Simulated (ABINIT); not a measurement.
# Calculated records

```
! title: K2LiAlH6 (Fm-3m): G0W0 with ABINIT, start to end
! method: RPA screening on LDA, plane waves, norm-conserving pseudopotentials (and 2 further levels or steps)
! program: ABINIT 10.8.3
! settings: cutoff 33 Ha, PseudoDojo scalar-relativistic 0.4.1 standard, norm-conserving, ngkpt (2, 2, 2), nband 63, ecuteps 3.2 Ha, inclvkb 2, shiftk (0, 0, 0), symchi 1, awtr 1, frequency ppm, 2×2×2 k-mesh
! cost: 5 runs, 1.7 min in all on 4 MPI ranks of Arm Neoverse V1, shared host
! notes: The program’s warnings: nproc spkpt=  >= nkpt= * nsppol=. The cell and positions are those that the Materials Project relaxed with its own functionals (PBE, PBE+U or r2SCAN), kept fixed. The 2×2×2 mesh is coarse for this cell, which bears on the long-range parts of exchange and screening.
! LDA gap: 2.15 eV, indirect
! G0W0 gap on the mesh: 4.05 eV
! GW settings: 2×2×2 mesh, 63 bands, screening to 87.1 eV, Godby-Needs plasmon pole
! known limits: short of the basis limit; coarse k mesh
CELL_PARAMETERS angstrom
0.00000 3.88035 3.88035
3.88035 0.00000 3.88035
3.88035 3.88035 0.00000
ATOMIC_POSITIONS crystal
K 0.75000 0.75000 0.75000
K 0.25000 0.25000 0.25000
Li 0.50000 0.50000 0.50000
Al 0.00000 0.00000 0.00000
H 0.77211 0.22789 0.22789
H 0.77211 0.22789 0.77211
H 0.22789 0.77211 0.77211
H 0.22789 0.77211 0.22789
H 0.22789 0.22789 0.77211
H 0.77211 0.77211 0.22789
```

[Long decimals in the printed logs are rounded to 6 places.]

[Logs are printed without paths, hosts, clocks, repeated set-up lines and the standing remarks that a program may print on its own settings, such as how far it seeks lower states.]

[Paths, hosts, dates, memory and timing lines, banners, echoed tables and standing remarks are left out of the program output; an Ansatz launch command may be rebuilt from the run's recorded settings. Measured values are a selection of at most five: reports struck by readers or far from the other reports are left out. None is set beside runs whose start may be inverted or whose files or cutoffs have a known fault.]

[Runs of the session that timed out or met a known fault of the program may be left out.]

[Hosts, paths, dates, database ids (printed as entryN), source tags and the programs' standing remarks are cut or masked in the printed files.]

[G0W0 gaps are taken among the corrected bands and points alone; a level outside them can change the order at an edge.]

[Where Ansatz stands beside ABINIT at settings called matched, ABINIT's density can come from a denser mesh and the files from another edition; pairs whose starting gaps differed by over 0.03 eV were left out, so agreement reads better than it is.]
